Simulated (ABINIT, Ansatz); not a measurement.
# TlAsF6 (R-3): one start, several treatments of the self-energy

How much does the gap of TlAsF6 (R-3) depend on the approximation to the self-energy?

Method: PBEsol and many-body steps on it, plane waves, in ABINIT 10.8.3.

## (1) The starting structure

Symmetry: R-3, No. 148, trigonal system. The conventional cell has a = 7.441 Å, b = 7.441 Å, c = 7.448 Å, α = 90.00°, β = 90.00°, γ = 120.00°. Nearest to Tl lie 6 F at 2.95 Å. As has 6 F at 1.75 Å nearest. F has 1 As at 1.75 Å nearest. Farther neighbours and most contacts between anions are not listed.

The cell and positions are those that the Materials Project relaxed with its own functionals (PBE, PBE+U or r2SCAN), kept fixed. Spin-orbit coupling is left out unless a step names it.

## (2) Empty states on the mesh, 2×2×2 mesh, 436 bands

This step: ABINIT 10.8.3; DFT, PBEsol, plane waves, norm-conserving pseudopotentials.

The sums over transitions need many empty states on a uniform mesh; this step solves for them.

run.abi

```
acell 3*1.0 Angstrom
rprim 
  3.720723898783 2.148160944528 2.482723275713
  -3.720723898783 2.148160944528 2.482723275713
  0.000000000000 -4.296321889101 2.482723275674
ntypat 3
znucl 81 33 9
natom 8
typat 1 2 3 3 3 3 3 3
xred 
  0.000000000000 0.000000000000 0.000000000000
  0.500000000000 0.500000000000 0.500000000000
  0.698048100000 0.789498230000 0.423038160000
  0.789498230000 0.423038160000 0.698048100000
  0.210501770000 0.576961840000 0.301951900000
  0.423038160000 0.698048100000 0.789498230000
  0.576961840000 0.301951900000 0.210501770000
  0.301951900000 0.210501770000 0.576961840000
pp_dirpath "pseudos"
pseudos "Tl.upf, As.upf, F.upf"
ecut 44
ngkpt 2 2 2
nshiftk 1
shiftk 0 0 0
kptopt 1
chksymbreak 0
iscf -2
irdden 1
istwfk *1
nband 436
nbdbuf 38
tolwfr 1e-09
nstep 60
prtvol 0
indata_prefix "in"
outdata_prefix "out"
tmpdata_prefix "tmp"
```

Launch:

```bash
> OMP_NUM_THREADS=1 mpirun -n 8 abinit run.abi > log
```

Numbers of over 12 decimals in the logs are rounded to 6 here.

The log of the run:

```text
.Version 10.8.3 of ABINIT. v10.8.2 released Aug 2026.

 Symmetries : space group R-3 (#148); Bravais hR (rhombohedral)
[... echo of the input left out ...]
== DATASET  1 ==================================================================
-   mpi_nproc: 8, omp_nthreads: 1 (-1 if OMP is not activated)
-    --> not optimal distribution: autoparal keyword recommended in input file <--

--- !DatasetInfo
iteration_state: {dtset: 1, }
dimensions: {natom: 8, nkpt: 4, mband: 436, nsppol: 1, nspinor: 1, nspden: 1, mpw: 11210, }
cutoff_energies: {ecut:  44.0, pawecutdg:  -1.0, }
[...]
4.45013    4.47887    4.47887    4.48163    4.49988    4.49989    4.50746    4.50748
   4.50847    4.50849    4.51171    4.52244    4.57054    4.57115    4.57460    4.58860
   4.62107    4.62827    4.64534    4.66020
 prteigrs : prtvol=0 or 1, do not print more k-points.

== END DATASET(S) ==============================================================
================================================================================

 -outvars: echo values of variables after computation  --------
            nband         436
             nkpt           4
          spgroup         148
 [... the other variables as echoed above ...]

 Calculation completed.
```

The job ended after 10 min (8 MPI ranks of Arm Neoverse N1, shared host; peak memory 1.1 GiB; 82 min of CPU time).

Numbers from this step:

```
gap                                                           : 4.749 eV
k of the valence top                                          : 0.5, 0.5, 0
k of the conduction bottom                                    : 0.5, 0, 0
least direct gap                                              : 4.777 eV
k points computed                                             : 4
lowest point of the top converged band, above the valence top : 116.1551 eV
```

On this mesh the gap is 4.749 eV.

The density comes from a self-consistent run that is not shown.

## (3) Screening, 2×2×2 mesh, 187 bands, screening to 141.5 eV

The RPA dielectric matrix is built and inverted for each q.

This step: RPA screening on PBEsol, plane waves, norm-conserving pseudopotentials.

run.abi, as its differences from that of step 2:

```diff
@@ -26,10 +26,11 @@
 chksymbreak 0
-iscf -2
-irdden 1
 istwfk *1
-nband 436
-nbdbuf 38
-tolwfr 1e-09
-nstep 60
-prtvol 0
+occopt 1
+irdwfk 1
+optdriver 3
+nband 187
+ecuteps 5.2
+inclvkb 2
+awtr 1
+symchi 1
 indata_prefix "in"
```

The log of the run:

```text
.Version 10.8.3 of ABINIT. v10.8.2 released Aug 2026.

 Symmetries : space group R-3 (#148); Bravais hR (rhombohedral)
[... echo of the input left out ...]
== DATASET  1 ==================================================================
-   mpi_nproc: 8, omp_nthreads: 1 (-1 if OMP is not activated)

--- !DatasetInfo
iteration_state: {dtset: 1, }
dimensions: {natom: 8, nkpt: 4, mband: 187, nsppol: 1, nspinor: 1, nspden: 1, mpw: 11210, }
cutoff_energies: {ecut:  44.0, pawecutdg:  -1.0, }
electrons: {nelect:   8.60000000E+01, charge:   0.00000000E+00, occopt:   1.00000000E+00, tsmear:   1.00000000E-02, }

 SCREENING: Calculation of the susceptibility and dielectric matrices

 Based on a program developped by R.W. Godby, V. Olevano, G. Onida, and L. Reining.
 Incorporated in ABINIT by V. Olevano, G.-M. Rignanese, and M. Torrent.
.Using double precision arithmetic ; gwpc =  8

[... cell and pseudopotentials left out ...]
--------------------------------------------------------------------------------

 ==== K-mesh for the wavefunctions ====
 Number of points in the irreducible wedge :     4
[... list of points left out ...]
 Together with  6 symmetry operations and time-reversal symmetry
 yields     8 points in the full Brillouin Zone.

 ==== Q-mesh for the screening function ====
 Number of points in the irreducible wedge :     4
[... list of points left out ...]
 Together with  6 symmetry operations and time-reversal symmetry
 yields     8 points in the full Brillouin Zone.

 setmesh: FFT mesh size selected  =    40x   40x   40
          total number of points  =        64000

 vcoul_init : cutoff-mode = AUXILIARY_FUNCTION
 q-points for optical limit:   1
     1)      0.000010    0.000020    0.000030

- screening: taking advantage of time-reversal symmetry
- Maximum band index for partially occupied states nbvw = 43
- Remaining bands to be divided among processors   nbcw = 144
- Number of bands treated by each node ~18

 Number of electrons calculated from density =   86.0000; Expected =   86.0000
 average of density, n =  0.107036
 r_s =    1.3066
 omega_plasma =   31.5587 [eV]

 calculating chi0 at frequencies [eV] :
  1    0.000000E+00    0.000000E+00
  2    0.000000E+00    3.155874E+01

--------------------------------------------------------------------------------
  q-point number  1        q = ( 0.000000, 0.000000, 0.000000) [r.l.u.]
--------------------------------------------------------------------------------
[... chi0 elements left out ...]
 For q-point:  0.000010 0.000020 0.000030
  dielectric constant =   2.4608
  dielectric constant without local fields =   2.8828

  Average fulfillment of the sum rule on Im[epsilon] for q-point    1 :     46.63  [%]
[... wings left out ...]
  q-point number  2        q = ( 0.500000, 0.000000, 0.000000) [r.l.u.]
--------------------------------------------------------------------------------
[... chi0 elements left out ...]
  Average fulfillment of the sum rule on Im[epsilon] for q-point    2 :     51.82  [%]

 [... 2 further q-points ...]
```

The job ended after 1.9 min (8 MPI ranks; peak memory 3.6 GiB).

Numbers from this step:

```
ε∞ with local fields, on this mesh, along the program's q direction : 2.461
the same without local fields                                       : 2.883
plasma frequency                                                    : 31.56 eV
plane waves in the screening matrix                                 : 467
```

Local fields lower ε∞ by 15 %. On a Γ-centred mesh this coarse the value itself is usually too large, while a short band sum pulls it down.

## (4) G0W0, Godby-Needs plasmon pole

The self-energy is evaluated for the states that the input lists, and the levels follow from it, in one-shot runs by the linearised quasiparticle equation.

This step: G0W0 on PBEsol, plane waves, norm-conserving pseudopotentials.

run.abi, as its differences from that of step 3:

```diff
@@ -29,8 +29,19 @@
 irdwfk 1
-optdriver 3
+optdriver 4
 nband 187
+gwcalctyp 0
+ecutsigx 44
+symsigma 1
+nkptgw 3
+kptgw 
+  0.5000000000 0.5000000000 0.0000000000
+  0.5000000000 0.0000000000 0.0000000000
+  0.0000000000 0.0000000000 0.0000000000
+bdgw 
+  42 45
+  42 45
+  41 45
 ecuteps 5.2
-inclvkb 2
-awtr 1
-symchi 1
+irdscr 1
+ppmodel 1
 indata_prefix "in"
```

The log of the run:

```text
.Version 10.8.3 of ABINIT. v10.8.2 released Aug 2026.

 Symmetries : space group R-3 (#148); Bravais hR (rhombohedral)
[... echo of the input left out ...]
== DATASET  1 ==================================================================
-   mpi_nproc: 8, omp_nthreads: 1 (-1 if OMP is not activated)

--- !DatasetInfo
iteration_state: {dtset: 1, }
dimensions: {natom: 8, nkpt: 4, mband: 187, nsppol: 1, nspinor: 1, nspden: 1, mpw: 11210, }
cutoff_energies: {ecut:  44.0, pawecutdg:  -1.0, }
electrons: {nelect:   8.60000000E+01, charge:   0.00000000E+00, occopt:   1.00000000E+00, tsmear:   1.00000000E-02, }

 SIGMA: Calculation of the GW corrections

 Based on a program developped by R.W. Godby, V. Olevano, G. Onida, and L. Reining.
 Incorporated in ABINIT by V. Olevano, G.-M. Rignanese, and M. Torrent.
.Using double precision arithmetic ; gwpc =  8

[... cell and pseudopotentials left out ...]
--------------------------------------------------------------------------------

 ==== K-mesh for the wavefunctions ====
 Number of points in the irreducible wedge :     4
[... list of points left out ...]
 Together with  6 symmetry operations and time-reversal symmetry
 yields     8 points in the full Brillouin Zone.

 ==== Q-mesh for screening function ====
 Number of points in the irreducible wedge :     4
[... list of points left out ...]
 Together with  6 symmetry operations and time-reversal symmetry
 yields     8 points in the full Brillouin Zone.

 vcoul_init : cutoff-mode = AUXILIARY_FUNCTION
 q-points for optical limit:   1
     1)      0.000010    0.000020    0.000030
 setmesh: FFT mesh size selected  =    60x   60x   60
          total number of points  =       216000

 Number of electrons calculated from density =   86.0000; Expected =   86.0000
 average of density, n =  0.107036
 r_s =    1.3066
 omega_plasma =   31.5587 [eV]

 === KS Band Gaps ===
  >>>> For spin  1
   Minimum direct gap =   4.7772 [eV], located at k-point      :   0.5000  0.0000  0.0000
   Fundamental gap    =   4.7493 [eV], Top of valence bands at :   0.5000  0.5000  0.0000
                                       Bottom of conduction at :   0.5000  0.0000  0.0000
 SIGMA fundamental parameters:
 PLASMON POLE MODEL  1
 number of plane-waves for SigmaX                11127
 number of plane-waves for SigmaC and W            467
 number of plane-waves for wavefunctions         11127
 number of bands                                   187
 number of independent spin polarizations            1
 number of spinorial components                      1
 number of k-points in IBZ                           4
 number of q-points in IBZ                           4
 number of symmetry operations                       6
 number of k-points in BZ                            8
 number of q-points in BZ                            8
 number of frequencies for dSigma/dE                 9
 frequency step for dSigma/dE [eV]                0.25
 number of omega for Sigma on real axis              0
 max omega for Sigma on real axis  [eV]           0.00
 zcut for avoiding poles [eV]                     0.10

 EPSILON^-1 parameters (SCR file):
 dimension of the eps^-1 matrix on file            467
 dimension of the eps^-1 matrix used               467
 number of plane-waves for wavefunctions         11127
 number of bands                                   187
 number of q-points in IBZ                           4
 number of frequencies                               2
 number of real frequencies                          1
 number of imag frequencies                          1

 matrix elements of self-energy operator (all in [eV])

 Perturbative Calculation

--- !SelfEnergy_ee
iteration_state: {dtset: 1, }
kpoint     : [   0.500,    0.500,    0.000, ]
spin       : 1
KS_gap     :    5.486
QP_gap     :    9.887
Delta_QP_KS:    4.401
data: !SigmaeeData |
     Band     E0 <VxcDFT>   SigX SigC(E0)      Z dSigC/dE  Sig(E)    E-E0       E
       42  -0.556 -23.065 -30.886   5.639   0.806  -0.241 -24.823  -1.758  -2.314
       43   0.423 -16.869 -20.287   1.629   0.852  -0.174 -18.393  -1.525  -1.102
       44   5.909 -22.173 -16.652  -2.106   0.842  -0.187 -19.297   2.876   8.785
       45   7.240 -11.146  -6.798  -2.572   0.878  -0.139  -9.586   1.560   8.800

--- !SelfEnergy_ee
iteration_state: {dtset: 1, }
kpoint     : [   0.500,    0.000,    0.000, ]
spin       : 1
KS_gap     :    4.777
QP_gap     :    8.586
Delta_QP_KS:    3.809
data: !SigmaeeData |
     Band     E0 <VxcDFT>   SigX SigC(E0)      Z dSigC/dE  Sig(E)    E-E0       E
       42  -0.558 -22.941 -30.809   5.649   0.806  -0.240 -24.729  -1.788  -2.346
       43   0.395 -17.275 -20.899   1.834   0.849  -0.177 -18.796  -1.520  -1.125
[...]
--- !SelfEnergy_ee
iteration_state: {dtset: 1, }
kpoint     : [   0.000,    0.000,    0.000, ]
spin       : 1
KS_gap     :    6.156
QP_gap     :   10.594
Delta_QP_KS:    4.438
data: !SigmaeeData |
     Band     E0 <VxcDFT>   SigX SigC(E0)      Z dSigC/dE  Sig(E)    E-E0       E
[...]
43  -0.276 -20.491 -26.715   4.153   0.823  -0.214 -22.196  -1.705  -1.981
       44   5.880 -21.636 -16.248  -2.153   0.845  -0.184 -18.903   2.733   8.612
       45   7.950 -11.050  -6.454  -2.611   0.879  -0.138  -9.306   1.745   9.695

== END DATASET(S) ==============================================================
================================================================================

 -outvars: echo values of variables after computation  --------
           etotal      0.0000000000E+00
            nband         187
             nkpt           4
          spgroup         148
 [... the other variables as echoed above ...]

 Calculation completed.
```

The job ended after 47 s (8 MPI ranks; peak memory 2.4 GiB).

Numbers from this step:

- G0W0 gap on the points computed: 8.563 eV
- starting gap on the mesh: 4.749 eV
- k of the valence top: 0.5, 0.5, 0
- k of the conduction bottom: 0.5, 0, 0
- Z at the valence top: 0.852
- Z at the conduction bottom: 0.857
- least direct G0W0 gap on the computed points: 8.586 eV

The gap on the mesh goes from 4.75 eV to 8.56 eV, a correction of +3.81 eV.

## (5) G0W0, von der Linden-Horsch plasmon pole

run.abi, as its differences from that of step 4:

```diff
@@ -45,3 +45,3 @@
 irdscr 1
-ppmodel 1
+ppmodel 3
 indata_prefix "in"
```

The log of the run:

```text
.Version 10.8.3 of ABINIT. v10.8.2 released Aug 2026.

 Symmetries : space group R-3 (#148); Bravais hR (rhombohedral)
[... echo of the input left out ...]
== DATASET  1 ==================================================================
-   mpi_nproc: 8, omp_nthreads: 1 (-1 if OMP is not activated)

--- !DatasetInfo
iteration_state: {dtset: 1, }
dimensions: {natom: 8, nkpt: 4, mband: 187, nsppol: 1, nspinor: 1, nspden: 1, mpw: 11210, }
cutoff_energies: {ecut:  44.0, pawecutdg:  -1.0, }
electrons: {nelect:   8.60000000E+01, charge:   0.00000000E+00, occopt:   1.00000000E+00, tsmear:   1.00000000E-02, }

 SIGMA: Calculation of the GW corrections

 Based on a program developped by R.W. Godby, V. Olevano, G. Onida, and L. Reining.
 Incorporated in ABINIT by V. Olevano, G.-M. Rignanese, and M. Torrent.
.Using double precision arithmetic ; gwpc =  8

[... cell and pseudopotentials left out ...]
--------------------------------------------------------------------------------

 ==== K-mesh for the wavefunctions ====
 Number of points in the irreducible wedge :     4
[... list of points left out ...]
 Together with  6 symmetry operations and time-reversal symmetry
 yields     8 points in the full Brillouin Zone.

 ==== Q-mesh for screening function ====
 Number of points in the irreducible wedge :     4
[... list of points left out ...]
 Together with  6 symmetry operations and time-reversal symmetry
 yields     8 points in the full Brillouin Zone.

 vcoul_init : cutoff-mode = AUXILIARY_FUNCTION
 q-points for optical limit:   1
     1)      0.000010    0.000020    0.000030
 setmesh: FFT mesh size selected  =    60x   60x   60
          total number of points  =       216000

 Number of electrons calculated from density =   86.0000; Expected =   86.0000
[...]
number of plane-waves for wavefunctions         11127
 number of bands                                   187
 number of q-points in IBZ                           4
 number of frequencies                               2
 number of real frequencies                          1
 number of imag frequencies                          1

 matrix elements of self-energy operator (all in [eV])

 Perturbative Calculation

--- !SelfEnergy_ee
iteration_state: {dtset: 1, }
kpoint     : [   0.500,    0.500,    0.000, ]
spin       : 1
KS_gap     :    5.486
QP_gap     :   10.530
Delta_QP_KS:    5.044
data: !SigmaeeData |
     Band     E0 <VxcDFT>   SigX SigC(E0)      Z dSigC/dE  Sig(E)    E-E0       E
       42  -0.556 -23.065 -30.886   5.518   0.892  -0.121 -25.120  -2.054  -2.610
       43   0.423 -16.869 -20.287   1.309   0.919  -0.088 -18.808  -1.939  -1.516
       44   5.909 -22.173 -16.652  -2.103   0.908  -0.101 -19.068   3.105   9.014
[...]
--- !SelfEnergy_ee
iteration_state: {dtset: 1, }
kpoint     : [   0.500,    0.000,    0.000, ]
spin       : 1
KS_gap     :    4.777
QP_gap     :    9.049
Delta_QP_KS:    4.272
data: !SigmaeeData |
     Band     E0 <VxcDFT>   SigX SigC(E0)      Z dSigC/dE  Sig(E)    E-E0       E
[...]
--- !SelfEnergy_ee
iteration_state: {dtset: 1, }
kpoint     : [   0.000,    0.000,    0.000, ]
spin       : 1
KS_gap     :    6.156
QP_gap     :   11.126
Delta_QP_KS:    4.970
data: !SigmaeeData |
     Band     E0 <VxcDFT>   SigX SigC(E0)      Z dSigC/dE  Sig(E)    E-E0       E
[...]
44   5.880 -21.636 -16.248  -2.173   0.910  -0.099 -18.710   2.926   8.806
       45   7.950 -11.050  -6.454  -2.865   0.938  -0.066  -9.426   1.624   9.574

== END DATASET(S) ==============================================================
================================================================================

 -outvars: echo values of variables after computation  --------
           etotal      0.0000000000E+00
            nband         187
             nkpt           4
          spgroup         148
 [... the other variables as echoed above ...]

 Calculation completed.
```

Wall time 24 s (8 MPI ranks); peak memory 2.1 GiB.

Numbers from this step:

```
G0W0 gap on the points computed              : 9.04 eV
starting gap on the mesh                     : 4.749 eV
k of the valence top                         : 0.5, 0.5, 0
k of the conduction bottom                   : 0.5, 0, 0
Z at the valence top                         : 0.919
Z at the conduction bottom                   : 0.919
least direct G0W0 gap on the computed points : 9.05 eV
```

Against G0W0 in ABINIT (2×2×2 mesh, 187 bands, screening to 141.5 eV, Godby-Needs plasmon pole), the gap moves by +0.477 eV.

## (6) G0W0, Hybertsen-Louie plasmon pole

run.abi, as its differences from that of step 5:

```diff
@@ -45,3 +45,3 @@
 irdscr 1
-ppmodel 3
+ppmodel 2
 indata_prefix "in"
```

The log of the run:

```text
.Version 10.8.3 of ABINIT. v10.8.2 released Aug 2026.

 Symmetries : space group R-3 (#148); Bravais hR (rhombohedral)
[... echo of the input left out ...]
== DATASET  1 ==================================================================
-   mpi_nproc: 8, omp_nthreads: 1 (-1 if OMP is not activated)

--- !DatasetInfo
iteration_state: {dtset: 1, }
dimensions: {natom: 8, nkpt: 4, mband: 187, nsppol: 1, nspinor: 1, nspden: 1, mpw: 11210, }
cutoff_energies: {ecut:  44.0, pawecutdg:  -1.0, }
[...]
Band     E0 <VxcDFT>   SigX SigC(E0)      Z dSigC/dE  Sig(E)    E-E0       E
[...]
44   5.880 -21.636 -16.248  -2.613   0.902  -0.109 -19.134   2.502   8.382
       45   7.950 -11.050  -6.454  -2.930   0.920  -0.087  -9.517   1.533   9.484

== END DATASET(S) ==============================================================
================================================================================

 -outvars: echo values of variables after computation  --------
           etotal      0.0000000000E+00
            nband         187
             nkpt           4
          spgroup         148
 [... the other variables as echoed above ...]

 Calculation completed.
```

The job ended after 45 s (8 MPI ranks; peak memory 2.3 GiB; 6 min of CPU time).

This step gave:

```yaml
g0w0_gap_on_the_points_computed: 8.51 eV
starting_gap_on_the_mesh: 4.749 eV
k_of_the_valence_top: 0.5, 0.5, 0
k_of_the_conduction_bottom: 0.5, 0, 0
least_direct_g0w0_gap_on_the_computed_points: 8.56 eV
```

Against G0W0 in ABINIT (2×2×2 mesh, 187 bands, screening to 141.5 eV, Godby-Needs plasmon pole), the gap moves by −0.053 eV.

[end of part 1 of 2]

[Paths, hosts, dates, memory and timing lines, banners, echoed tables and standing remarks are left out of the program output.]

[Logs are printed without paths, hosts, clocks, repeated set-up lines and the standing remarks that a program may print on its own settings, such as how far it seeks lower states.]

[Runs of the session that timed out or met a known fault of the program may be left out.]

[Hosts, paths, dates, database ids (printed as entryN), source tags and the programs' standing remarks are cut or masked in the printed files.]

[G0W0 gaps are taken among the corrected bands and points alone; a level outside them can change the order at an edge.]

[Where Ansatz stands beside ABINIT at settings called matched, ABINIT's density can come from a denser mesh and the files from another edition; pairs whose starting gaps differed by over 0.03 eV were left out, so agreement reads better than it is.]
